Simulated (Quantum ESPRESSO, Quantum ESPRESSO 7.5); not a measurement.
# Mo(110), 5 layers: parallel layout and speed

Aim: which layout of ranks, pools and threads brings Mo(110), 5 layers to self-consistency fastest, and whether the result stays the same.

Calculated with Quantum ESPRESSO 7.5; plane-wave DFT, PBE, GBRV ultrasoft pseudopotentials.

### 1. The starting structure

The cell holds 5 atoms: 5 Mo. Cell: a = 2.728 Å, b = 2.728 Å, c = 24.910 Å, α = 90.0°, β = 90.0°, γ = 70.5°. It derives from Mo. Vacuum lies along c.

### 2. SCF with pw.x: 4 ranks, 4 pools, 1 thread a rank

The first run is the reference of the series.

The input, c0.in:

```
&control
  prefix = 'c0'
  outdir = './out'
  pseudo_dir = './pseudo'
  calculation = 'scf'
  tprnfor = .true.
/
&system
  ibrav = 0
  nat = 5
  ntyp = 1
  ecutwfc = 40
  ecutrho = 200
  occupations = 'smearing'
  smearing = 'mv'
  degauss = 0.02
  assume_isolated = 'esm'
  esm_bc = 'bc1'
/
&electrons
  conv_thr = 1e-07
  mixing_beta = 0.4
  electron_maxstep = 120
  mixing_mode = 'local-TF'
/
ATOMIC_SPECIES
  Mo  95.9500  mo_pbe_v1.uspp.F.UPF
CELL_PARAMETERS angstrom
  2.22738636073762 -1.57500000000000 0.00000000000000
  2.22738636073762 1.57500000000000 0.00000000000000
  0.00000000000000 0.00000000000000 24.90954544295050
ATOMIC_POSITIONS crystal
  Mo  0.000000000000 0.000000000000 -0.178837977260
  Mo  0.500000000000 0.500000000000 -0.089418988630
  Mo  0.000000000000 0.000000000000 0.000000000000
  Mo  0.500000000000 0.500000000000 0.089418988630
  Mo  0.000000000000 0.000000000000 0.178837977260
K_POINTS automatic
  10 10 1 0 0 0
```

Started as:

```bash
$ OMP_NUM_THREADS=1 mpirun -n 4 pw.x -nk 4 -in c0.in > c0.out
```

Output:

```text
Program PWSCF v.7.5 starts
[citation notice left out]

     Parallel version (MPI & OpenMP), running on       4 processor cores
     Number of MPI processes:                 4
     Threads/MPI process:                     1

     MPI processes distributed on     1 nodes
[...]
Current dimensions of program PWSCF are:
     Max number of different atomic species (ntypx) = 10
     Max number of k-points (npk) =  40000
     Max angular momentum in pseudopotentials (lmaxx) =  4
     Message from routine setup:
     using ibrav=0 with symmetry is DISCOURAGED, use correct ibrav instead

     K-points division:     npool     =       4
     Subspace diagonalization in iterative solution of the eigenvalue problem:
     a serial algorithm will be used

     G-vector sticks info
     --------------------
     sticks:   dense  smooth     PW     G-vecs:    dense   smooth      PW
     Sum         399     315     99                56473    40267    7579

     Using Slab Decomposition

     bravais-lattice index     =            0
     lattice parameter (alat)  =       5.1551  a.u.
     unit-cell volume          =    1179.4201 (a.u.)^3
     number of atoms/cell      =            5
     number of atomic types    =            1
     number of electrons       =        70.00
     number of Kohn-Sham states=           42
     kinetic-energy cutoff     =      40.0000  Ry
     charge density cutoff     =     200.0000  Ry
     scf convergence threshold =      1.0E-07
     mixing beta               =       0.4000
     number of iterations used =            8  local-TF  mixing
     Exchange-correlation= SLA  PW   PBE  PBE
                           (   1   4   3   4   0   0   0)

     Effective Screening Medium Method
     =================================
     Boundary Conditions: Vacuum-Slab-Vacuum
     total charge in unit cell        =   0.0000
     grid points for fit at edges     =        4

     celldm(1)=   5.155135  celldm(2)=   0.000000  celldm(3)=   0.000000
     celldm(4)=   0.000000  celldm(5)=   0.000000  celldm(6)=   0.000000

     crystal axes: (cart. coord. in units of alat)
               a(1) = (   0.816497  -0.577350   0.000000 )
               a(2) = (   0.816497   0.577350   0.000000 )
               a(3) = (   0.000000   0.000000   9.131132 )

     reciprocal axes: (cart. coord. in units 2 pi/alat)
               b(1) = (  0.612372 -0.866025  0.000000 )
               b(2) = (  0.612372  0.866025 -0.000000 )
               b(3) = ( -0.000000  0.000000  0.109515 )

     PseudoPot. # 1 for Mo read from file:
     ./pseudo/mo_pbe_v1.uspp.F.UPF
     Pseudo is Ultrasoft + core correction, Zval = 14.0
     Generated by new atomic code, or converted to UPF format
     Using radial grid of  889 points,  6 beta functions with:
                l(1) =   0
                l(2) =   0
                l(3) =   1
                l(4) =   1
                l(5) =   2
                l(6) =   2
     Q(r) pseudized with  6 coefficients,  rinner =    1.000   1.000   1.000
                                                       1.000   1.000

     atomic species   valence    mass     pseudopotential
     Mo               14.00    95.95000     Mo( 1.00)

      8 Sym. Ops., with inversion, found

   Cartesian axes

     site n.     atom                  positions (alat units)
         1        Mo     tau(   1) = (   0.0000000   0.0000000  -1.6329932  )
         2        Mo     tau(   2) = (   0.8164966   0.0000000  -0.8164966  )
         3        Mo     tau(   3) = (   0.0000000   0.0000000   0.0000000  )
         4        Mo     tau(   4) = (   0.8164966   0.0000000   0.8164966  )
         5        Mo     tau(   5) = (   0.0000000   0.0000000   1.6329932  )

     number of k points=    31  Marzari-Vanderbilt smearing, width (Ry)=  0.0200
                       cart. coord. in units 2pi/alat
        k(    1) = (   0.0000000   0.0000000   0.0000000), wk =   0.0200000
        k(    2) = (   0.0612372   0.0866025   0.0000000), wk =   0.0800000
        k(    3) = (   0.1224745   0.1732051   0.0000000), wk =   0.0800000
        k(    4) = (   0.1837117   0.2598076   0.0000000), wk =   0.0800000
        k(    5) = (   0.2449490   0.3464102   0.0000000), wk =   0.0800000
        k(    6) = (  -0.3061862  -0.4330127   0.0000000), wk =   0.0400000
        k(    7) = (   0.1224745  -0.0000000   0.0000000), wk =   0.0400000
        k(    8) = (   0.1837117   0.0866025   0.0000000), wk =   0.0800000
        k(    9) = (   0.2449490   0.1732051   0.0000000), wk =   0.0800000
        k(   10) = (   0.3061862   0.2598076   0.0000000), wk =   0.0800000
[...]
k(   31) = (  -0.6123724   0.0000000   0.0000000), wk =   0.0200000

     Dense  grid:    56473 G-vectors     FFT dimensions: (  24,  24, 216)

     Smooth grid:    40267 G-vectors     FFT dimensions: (  24,  24, 192)

     Estimated max dynamical RAM per process >     112.34 MB

     Estimated total dynamical RAM >     408.00 MB

     Check: negative core charge=   -0.000001

     Initial potential from superposition of free atoms

     starting charge      69.9947, renormalised to      70.0000

     negative rho (up, down):  3.617E-03 0.000E+00
     Starting wfcs are   65 randomized atomic wfcs

     total cpu time spent up to now is        2.1 secs

     per-process dynamical memory:    64.6 Mb

     Self-consistent Calculation

     iteration #  1     ecut=    40.00 Ry     beta= 0.40
     Davidson diagonalization with overlap
     ethr =  1.00E-02,  avg # of iterations =  1.1

     negative rho (up, down):  1.494E-03 0.000E+00

     total cpu time spent up to now is        5.1 secs

     total energy              =    -696.41130592 Ry
     estimated scf accuracy    <       2.19353579 Ry

     iteration #  2     ecut=    40.00 Ry     beta= 0.40
[...]
negative rho (up, down):  3.230E-04 0.000E+00

[...]
total energy              =    -696.42493881 Ry
     estimated scf accuracy    <       0.79859614 Ry

     iteration #  3     ecut=    40.00 Ry     beta= 0.40
[...]
negative rho (up, down):  8.851E-05 0.000E+00

[...]
total energy              =    -696.41795473 Ry
     estimated scf accuracy    <       0.21113984 Ry

     iteration #  4     ecut=    40.00 Ry     beta= 0.40
[...]
c_bands:  1 eigenvalues not converged
     c_bands:  2 eigenvalues not converged
     c_bands:  1 eigenvalues not converged
[...]
negative rho (up, down):  4.000E-05 0.000E+00

[...]
iteration # 12     ecut=    40.00 Ry     beta= 0.40
[...]
c_bands:  1 eigenvalues not converged
     c_bands:  1 eigenvalues not converged
[...]
negative rho (up, down):  6.126E-03 0.000E+00

[...]
total energy              =    -696.51522664 Ry
     estimated scf accuracy    <       0.00331915 Ry

     iteration # 13     ecut=    40.00 Ry     beta= 0.40
[...]
c_bands:  2 eigenvalues not converged
     c_bands:  2 eigenvalues not converged
     c_bands:  1 eigenvalues not converged
     c_bands:  2 eigenvalues not converged
     c_bands:  1 eigenvalues not converged
[...]
negative rho (up, down):  3.545E-03 0.000E+00

[...]
total energy              =    -696.50991879 Ry
     estimated scf accuracy    <       0.00455370 Ry

     iteration # 14     ecut=    40.00 Ry     beta= 0.40
[...]
c_bands:  1 eigenvalues not converged
     c_bands:  1 eigenvalues not converged
     c_bands:  1 eigenvalues not converged
[...]
negative rho (up, down):  3.674E-03 0.000E+00

[...]
total energy              =    -696.51014253 Ry
     estimated scf accuracy    <       0.00359968 Ry

[...]
iteration # 25     ecut=    40.00 Ry     beta= 0.40
[...]
negative rho (up, down):  3.823E-03 0.000E+00

[...]
total energy              =    -696.50868200 Ry
     estimated scf accuracy    <       0.00000128 Ry

     iteration # 26     ecut=    40.00 Ry     beta= 0.40
[...]
negative rho (up, down):  3.844E-03 0.000E+00

[...]
total energy              =    -696.50867532 Ry
     estimated scf accuracy    <       0.00000260 Ry

     iteration # 27     ecut=    40.00 Ry     beta= 0.40
[...]
negative rho (up, down):  3.838E-03 0.000E+00

[...]
total energy              =    -696.50866617 Ry
     estimated scf accuracy    <       0.00000147 Ry

     iteration # 28     ecut=    40.00 Ry     beta= 0.40
[...]
negative rho (up, down):  3.787E-03 0.000E+00

[...]
total energy              =    -696.50878107 Ry
     estimated scf accuracy    <       0.00000190 Ry

     iteration # 29     ecut=    40.00 Ry     beta= 0.40
[...]
negative rho (up, down):  3.762E-03 0.000E+00

[...]
total energy              =    -696.50866411 Ry
     estimated scf accuracy    <       0.00000025 Ry

     iteration # 30     ecut=    40.00 Ry     beta= 0.40
[...]
c_bands:  2 eigenvalues not converged
     c_bands:  1 eigenvalues not converged
     c_bands:  1 eigenvalues not converged
[...]
negative rho (up, down):  3.753E-03 0.000E+00

[...]
total energy              =    -696.50864008 Ry
     estimated scf accuracy    <       0.00000080 Ry

     iteration # 31     ecut=    40.00 Ry     beta= 0.40
[...]
c_bands:  1 eigenvalues not converged
[...]
negative rho (up, down):  3.748E-03 0.000E+00

[...]
total energy              =    -696.50865335 Ry
     estimated scf accuracy    <       0.00000019 Ry

     iteration # 32     ecut=    40.00 Ry     beta= 0.40
[...]
c_bands:  1 eigenvalues not converged
[...]
negative rho (up, down):  3.776E-03 0.000E+00

[...]
End of self-consistent calculation

          k = 0.0000 0.0000 0.0000 (  4987 PWs)   bands (ev):

   -66.0749 -66.0084 -65.8872 -65.7286 -65.7258 -40.6284 -40.3444 -39.9565
   -39.7598 -39.6433 -39.6295 -39.4557 -39.4102 -39.3988 -39.3982 -39.3648
   -39.2483 -39.2396 -39.1098 -39.1098 -11.6482 -10.7186  -9.9935  -9.6659
    -9.5566  -8.0443  -7.6165  -7.0287  -6.5183  -6.2509  -6.2350  -6.1817
    -6.0973  -5.7845  -5.5337  -4.8056  -4.3945  -3.6423  -3.4826  -3.4674
    -3.3807  -3.2564

          k = 0.0612 0.0866 0.0000 (  5010 PWs)   bands (ev):

   -66.0575 -65.9944 -65.8777 -65.7177 -65.7154 -40.5935 -40.3361 -39.9965
   -39.7971 -39.6954 -39.6458 -39.4702 -39.4588 -39.4427 -39.4396 -39.4020
   -39.3004 -39.2846 -39.1511 -39.1509 -11.3333 -10.4257  -9.6931  -9.3658
    -9.2456  -7.9600  -7.5567  -6.9831  -6.5860  -6.5150  -6.4095  -6.2958
    -5.9786  -5.8822  -5.4705  -4.9520  -4.4099  -4.3830  -3.7802  -3.7020
    -3.3644  -3.3488

          k = 0.1225 0.1732 0.0000 (  5028 PWs)   bands (ev):

   -66.0105 -65.9576 -65.8541 -65.6891 -65.6879 -40.5019 -40.3408 -40.1347
   -39.9587 -39.8587 -39.6887 -39.6216 -39.6116 -39.5146 -39.4906 -39.4802
   -39.3979 -39.3927 -39.1861 -39.1815 -10.5299  -9.7907  -9.0588  -8.7848
    -8.6163  -7.7578  -7.4516  -7.1432  -6.9405  -6.7696  -6.5346  -6.5302
    -6.3009  -5.8345  -5.6764  -4.8869  -4.6594  -3.8152  -3.7842  -3.6876
    -3.6032  -3.3661

          k = 0.1837 0.2598 0.0000 (  5057 PWs)   bands (ev):

   -65.9478 -65.9114 -65.8291 -65.6538 -65.6534 -40.4626 -40.4418 -40.2845
   -40.2440 -40.0125 -39.8824 -39.8093 -39.7342 -39.6157 -39.5453 -39.5238
   -39.4460 -39.3920 -39.1984 -39.1939  -9.7266  -9.5129  -9.0337  -8.5184
    -8.4594  -7.6538  -7.6025  -7.3627  -7.2469  -6.8745  -6.6311  -6.2095
    -6.1944  -5.5375  -5.4680  -3.7706  -3.6421  -3.5972  -3.4408  -3.3995
    -3.1520  -2.8462

          k = 0.2449 0.3464 0.0000 (  5070 PWs)   bands (ev):

   -65.8887 -65.8736 -65.8168 -65.6252 -65.6252 -40.6323 -40.5965 -40.4937
   -40.2915 -40.1926 -39.9713 -39.8350 -39.7674 -39.6999 -39.6762 -39.5056
   -39.4205 -39.4128 -39.2045 -39.2015  -9.6989  -9.6690  -9.1245  -8.7741
    -8.4387  -7.9563  -7.8693  -7.5468  -7.5340  -7.2196  -6.4030  -5.7532
    -5.2666  -4.4154  -3.9028  -3.5621  -3.2586  -3.2136  -3.0162  -2.8413
    -2.7553  -2.6211

          k =-0.3062-0.4330 0.0000 (  5048 PWs)   bands (ev):

   -65.8592 -65.8590 -65.8189 -65.6143 -65.6143 -40.7121 -40.6618 -40.5928
   -40.3373 -40.2751 -39.8594 -39.8299 -39.7836 -39.7665 -39.7634 -39.4845
   -39.4338 -39.4076 -39.2092 -39.2020  -9.8191  -9.7883  -9.1567  -8.9037
    -8.4592  -8.0693  -7.9661  -7.6786  -7.6454  -7.4306  -6.0479  -5.4614
    -4.8366  -3.8597  -3.3067  -3.2891  -3.2640  -3.0203  -2.9775  -2.8060
    -2.7300  -2.1654

[...]
the Fermi energy is    -4.7019 ev

!    total energy              =    -696.50861921 Ry
     estimated scf accuracy    <       0.00000003 Ry
     smearing contrib. (-TS)   =      -0.00151806 Ry
     internal energy E=F+TS    =    -696.50710115 Ry

     The total energy is F=E-TS. E is the sum of the following terms:
     one-electron contribution =   16938.22123567 Ry
     hartree contribution      =   -8492.34168173 Ry
     xc contribution           =     -96.54196557 Ry
     ewald contribution        =   -9045.84468952 Ry

     convergence has been achieved in  32 iterations

     negative rho (up, down):  3.776E-03 0.000E+00

     Forces acting on atoms (cartesian axes, Ry/au):

     atom    1 type  1   force =     0.00000000    0.00000000    0.02040947
     atom    2 type  1   force =     0.00000000    0.00000000   -0.02534011
     atom    3 type  1   force =     0.00000000    0.00000000    0.00000000
     atom    4 type  1   force =     0.00000000    0.00000000    0.02534011
     atom    5 type  1   force =     0.00000000    0.00000000   -0.02040947

     Total force =     0.046015     Total SCF correction =     0.001473

[...]
=------------------------------------------------------------------------------=
   JOB DONE.
=------------------------------------------------------------------------------=
[...]
```

Wall time 2.3 min (4 MPI ranks of Arm Neoverse V1, shared host); peak memory 0.56 GiB.

Read from the output:

| Quantity | Value |
| --- | --- |
| free energy | -9476.4825 eV |
| Fermi energy | -4.702 eV |
| vacuum line at the lower end of the cell, over the Fermi level | 4.702 eV |
| vacuum line at the upper end of the cell, over the Fermi level | 4.702 eV |

The potential energy, planar mean oscillates, so the rows of the table below give means over windows of 2.19 Å about each position, cut where the curve ends. Its maxima inside the range that stand out by 2 % of the span (Å: eV): -3.3: -2.14, -1.1: -2.35, 1.1: -2.35, 3.3: -2.14. Its minima: -4.5: -34.1, -2.2: -34.6, 0.0: -34.7, 2.2: -34.6, 4.5: -34.1.

Electrostatic potential energy of an electron; zero at the Fermi level. The potential energy, planar mean by z; means over each step:

| z (Å) | potential energy, planar mean (eV) |
| --- | --- |
| -11.35 | 4.70 |
| -9.16 | 4.70 |
| -6.97 | 4.26 |
| -4.79 | -15.3 |
| -2.60 | -16.4 |
| -0.41 | -16.5 |
| 1.78 | -16.4 |
| 3.97 | -16.1 |
| 6.16 | 1.79 |
| 8.35 | 4.68 |
| 10.54 | 4.70 |

The program's own clock; routines nest. Time by routine:

| routine | wall time (s) | calls |
| --- | --- | --- |
| PWSCF | 137.1 | 1 |
| electrons | 134.5 | 1 |
| c_bands | 106.5 | 32 |
| cegterg | 96.44 | 256 |
| h_psi | 66.3 | 2089 |
| fftw | 58.16 | 69612 |
| vloc_psi | 54.02 | 2089 |
| sum_band | 14.32 | 32 |
| mix_rho | 9.93 | 32 |
| calbec | 8.11 | 2377 |
| ffts | 6.53 | 3820 |
| add_vuspsi | 6.13 | 2089 |
| s_psi | 5.97 | 2089 |
| h_psi:calbec | 5.92 | 2089 |

The vacuum levels are read from the outermost 0.7 Å of the cell on either side.

The run needed 32 iterations to bring the estimated error under 1e-07 Ry; the largest force on any atom, held or free, is 0.65 eV/Å.

Inside the slab this potential holds the local part of the pseudopotentials, which can be repulsive at the nuclei; only its value in the vacuum has a meaning of its own.

### 3. Ground state: 4 ranks, 2 pools, 1 thread a rank

c1.in, as its differences from the input of step 2:

```diff
@@ -1,3 +1,3 @@
 &control
-  prefix = 'c0'
+  prefix = 'c1'
   outdir = './out'
```

Started as:

```bash
$ OMP_NUM_THREADS=1 mpirun -n 4 pw.x -nk 2 -in c1.in > c1.out
```

Output:

```text
[banner, memory and clock lines left out]
Program PWSCF v.7.5 starts
[...]
Message from routine setup:
[...]
number of electrons       =        70.00
     number of Kohn-Sham states=           42
     kinetic-energy cutoff     =      40.0000  Ry
     charge density cutoff     =     200.0000  Ry
[...]
number of k points=    31  Marzari-Vanderbilt smearing, width (Ry)=  0.0200
[...]
Dense  grid:    56473 G-vectors     FFT dimensions: (  24,  24, 216)
[...]
negative rho (up, down):  3.617E-03 0.000E+00
     Starting wfcs are   65 randomized atomic wfcs
[...]
negative rho (up, down):  1.496E-03 0.000E+00
[...]
estimated scf accuracy    <       2.19544196 Ry
[...]
negative rho (up, down):  3.262E-04 0.000E+00
[...]
estimated scf accuracy    <       0.79664776 Ry
[...]
negative rho (up, down):  8.884E-05 0.000E+00
[...]
estimated scf accuracy    <       0.21091375 Ry
[...]
negative rho (up, down):  4.157E-05 0.000E+00
[...]
estimated scf accuracy    <       0.08575123 Ry
[...]
negative rho (up, down):  2.820E-05 0.000E+00
[...]
estimated scf accuracy    <       0.02571207 Ry
[...]
negative rho (up, down):  6.575E-05 0.000E+00
[...]
estimated scf accuracy    <       0.05533446 Ry
[...]
negative rho (up, down):  5.664E-05 0.000E+00
[...]
estimated scf accuracy    <       0.06113006 Ry
[...]
negative rho (up, down):  3.184E-04 0.000E+00
[...]
estimated scf accuracy    <       0.03656771 Ry
[...]
negative rho (up, down):  1.623E-02 0.000E+00
[...]
estimated scf accuracy    <       0.02989787 Ry
[...]
negative rho (up, down):  4.197E-03 0.000E+00
[...]
estimated scf accuracy    <       0.00867548 Ry
[...]
negative rho (up, down):  3.417E-03 0.000E+00
[...]
estimated scf accuracy    <       0.01751883 Ry
[...]
negative rho (up, down):  5.944E-03 0.000E+00
[...]
estimated scf accuracy    <       0.00239833 Ry
[...]
negative rho (up, down):  2.818E-03 0.000E+00
[...]
estimated scf accuracy    <       0.00504768 Ry
[...]
negative rho (up, down):  4.129E-03 0.000E+00
[...]
estimated scf accuracy    <       0.00198834 Ry
[...]
negative rho (up, down):  4.222E-03 0.000E+00
[...]
estimated scf accuracy    <       0.00020100 Ry
[...]
negative rho (up, down):  3.900E-03 0.000E+00
[...]
estimated scf accuracy    <       0.00009897 Ry
[...]
negative rho (up, down):  3.846E-03 0.000E+00
[...]
estimated scf accuracy    <       0.00002701 Ry
[...]
negative rho (up, down):  3.910E-03 0.000E+00
[...]
estimated scf accuracy    <       0.00001973 Ry
[...]
negative rho (up, down):  3.974E-03 0.000E+00
[...]
estimated scf accuracy    <       0.00001489 Ry
[...]
negative rho (up, down):  3.936E-03 0.000E+00
[...]
estimated scf accuracy    <       0.00000619 Ry
[...]
negative rho (up, down):  3.907E-03 0.000E+00
[...]
estimated scf accuracy    <       0.00000167 Ry
[...]
negative rho (up, down):  3.925E-03 0.000E+00
[...]
estimated scf accuracy    <       0.00000255 Ry
[...]
negative rho (up, down):  3.843E-03 0.000E+00
[...]
estimated scf accuracy    <       0.00000082 Ry
[...]
negative rho (up, down):  3.800E-03 0.000E+00
[...]
estimated scf accuracy    <       0.00000230 Ry
[...]
negative rho (up, down):  3.804E-03 0.000E+00
[...]
estimated scf accuracy    <       0.00000020 Ry
[...]
negative rho (up, down):  3.776E-03 0.000E+00
[...]
the Fermi energy is    -4.6963 ev
!    total energy              =    -696.50861919 Ry
     estimated scf accuracy    <       0.00000006 Ry
     smearing contrib. (-TS)   =      -0.00151817 Ry
     internal energy E=F+TS    =    -696.50710102 Ry
[...]
one-electron contribution =   16938.19792127 Ry
     hartree contribution      =   -8492.31852320 Ry
     xc contribution           =     -96.54180957 Ry
     ewald contribution        =   -9045.84468952 Ry
     convergence has been achieved in  26 iterations
     negative rho (up, down):  3.776E-03 0.000E+00
[...]
Total force =     0.046592     Total SCF correction =     0.001289
[...]
```

It took 2 min on 4 MPI ranks; peak memory 0.44 GiB.

Read from the output:

```
Fermi energy                                                   : -4.696 eV
vacuum line at the lower end of the cell, over the Fermi level : 4.696 eV
vacuum line at the upper end of the cell, over the Fermi level : 4.696 eV
```

The program's own clock; routines nest. Time by routine:

| routine | wall time (s) | calls |
| --- | --- | --- |
| PWSCF | 121.1 | 1 |
| electrons | 118.5 | 1 |
| c_bands | 100.5 | 26 |
| cegterg | 94.89 | 416 |
| h_psi | 64.75 | 3557 |
| fftw | 58.14 | 119640 |
| vloc_psi | 53.93 | 3557 |
| sum_band | 12.56 | 26 |
| calbec | 7.11 | 4037 |
| cdiaghg | 6.17 | 3541 |
| h_psi:calbec | 5.28 | 3557 |
| add_vuspsi | 5.28 | 3557 |
| s_psi | 5.16 | 3557 |
| mix_rho | 3.41 | 26 |

Counted from each run's own zero (the Fermi level), the vacuum level differs from the first run's by -6 meV.

[end of part 1 of 3]

[Logs are printed without paths, hosts, clocks, repeated set-up lines and the standing remarks that a program may print on its own settings, such as how far it seeks lower states.]

[Hosts, paths, dates, database ids (printed as entryN), source tags and the programs' standing remarks are cut or masked in the printed files.]

[Maps of the electrostatic potential energy from Ansatz leave out the sawtooth potential of an applied field or a dipole correction, so their vacuum need not be flat; planar profiles and work functions include it.]
